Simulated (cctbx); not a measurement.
**Reading a Patterson map**

Space group C2/m (no. 12), a = 12.0620 Å, b = 6.5590 Å, c = 6.1980 Å, α = 90.00°, β = 120.42°, γ = 90.00°, content Cu8 Ti2 S4 Na6 O12.

Simulated single-crystal data (cctbx): Mo Kα, λ = 0.71073 Å, to d = 0.8 Å, 50 % of the full sphere, strongest reflection 20000 counts, noise from counting, a 2 % proportional error and a noise floor of 2 counts (s.d.); no absorption.

Patterson synthesis, origin scaled to 1000:

```text
Patterson group C 1 2/m 1
      u       v       w   height  length (A)
  0.000   0.000   0.000   1000.0     0.00
  0.000   0.500   0.000    842.5     3.28
  0.250   0.250   0.500    771.8     3.45
  0.250   0.250   0.000    741.6     3.43
  0.000   0.500   0.500    683.9     4.51
  0.000   0.000   0.500    600.3     3.10
  0.028   0.247   0.265    292.0     2.21
  0.224   0.500   0.735    280.6     5.03
  0.232   0.000   0.242    242.0     2.42
  0.237   0.000   0.741    225.7     3.93
  0.219   0.500   0.219    198.9     3.99
  0.063   0.129  -0.003     48.5     1.15
  0.065   0.375  -0.001     47.9     2.58
  0.182   0.372   0.497     47.0     3.66
```

Q: Assign the vectors.

A peak at u stands for all pairs with xi − xj = u, with weight Σ ZiZj against Σ Z² = 10214 at the origin. Peak heights follow these weights only roughly, since form factors, motion and series ripples differ, all vectors within 0.55 Å of a peak are counted as merged into it though the farther ones add only part of their weight, and F(000) is left out, which lowers the whole map:

| u | v | w | shortest length (Å) | height | 1000 ΣZiZj/ΣZ² | pairs in the cell |
| --- | --- | --- | --- | --- | --- | --- |
| 0.000 | 0.500 | 0.000 | 3.28 | 842 | 902 | 4 × Cu–Cu, 4 × Cu–Ti, 4 × Cu–Na, 8 × S–O, 8 × O–O, 4 × Na–Na |
| 0.250 | 0.250 | 0.500 | 3.45 | 772 | 752 | 4 × Cu–Cu, 4 × Cu–Ti, 4 × Cu–Na, 4 × Na–Na |
| 0.250 | 0.250 | 0.000 | 3.43 | 742 | 824 | 4 × Cu–Cu, 8 × Cu–Na, 8 × S–O, 4 × Ti–Na, 8 × O–O |
| 0.000 | 0.500 | 0.500 | 4.51 | 684 | 724 | 4 × Cu–Cu, 8 × Cu–Na, 4 × Ti–Na, 8 × O–O |
| 0.000 | 0.000 | 0.500 | 3.10 | 600 | 675 | 12 × Cu–Na, 4 × Cu–Ti, 8 × O–O |
| 0.028 | 0.247 | 0.265 | 2.21 | 292 | 558 | 12 × Cu–O, 4 × Cu–S, 4 × Ti–O, 4 × Na–O |
| 0.224 | 0.500 | 0.735 | 2.87 | 281 | 467 | 8 × Cu–O, 4 × Cu–S, 12 × Na–O |
| 0.232 | 0.000 | 0.242 | 2.41 | 242 | 501 | 8 × Cu–O, 4 × Cu–S, 4 × Ti–O, 8 × Na–O |
| 0.237 | 0.000 | 0.741 | 3.92 | 226 | 501 | 16 × Cu–O, 4 × S–Na, 8 × Na–O |
| 0.219 | 0.500 | 0.219 | 3.99 | 199 | 298 | 4 × Ti–S, 4 × Cu–O, 8 × Na–O |

The table stops at ten peaks or at a height of 45, below which ripples compete. In the model behind the data Cu, the heaviest element, has 3 independent sites: (3/4, 3/4, 1/2), (0, 0, 0) and (0, 1/2, 1/2), up to an allowed shift of origin; the Cu–Cu vectors are differences of these positions and their symmetry mates. The whole model:

| atom | mult. | x | y | z | Ueq (Å²) |
| --- | --- | --- | --- | --- | --- |
| Cu1 | 4 | 3/4 | 3/4 | 1/2 | 0.0085 |
| Cu2 | 2 | 0 | 0 | 0 | 0.0084 |
| Cu3 | 2 | 0 | 1/2 | 1/2 | 0.0075 |
| Ti1 | 2 | 0 | 1/2 | 0 | 0.0073 |
| S1 | 4 | 0.7074 | 1/2 | 0.2347 | 0.0096 |
| Na1 | 4 | 3/4 | 3/4 | 0 | 0.0099 |
| Na2 | 2 | 0 | 0 | 1/2 | 0.0106 |
| O1 | 4 | 0.7155 | 0 | 0.2294 | 0.0106 |
| O2 | 8 | 0.5208 | 0.2283 | 0.7635 | 0.0106 |

This is a model crystal, built by substitution and not relaxed, with assumed displacement parameters.

[Logs are printed without paths, hosts, clocks, repeated set-up lines and the standing remarks that a program may print on its own settings, such as how far it seeks lower states.]
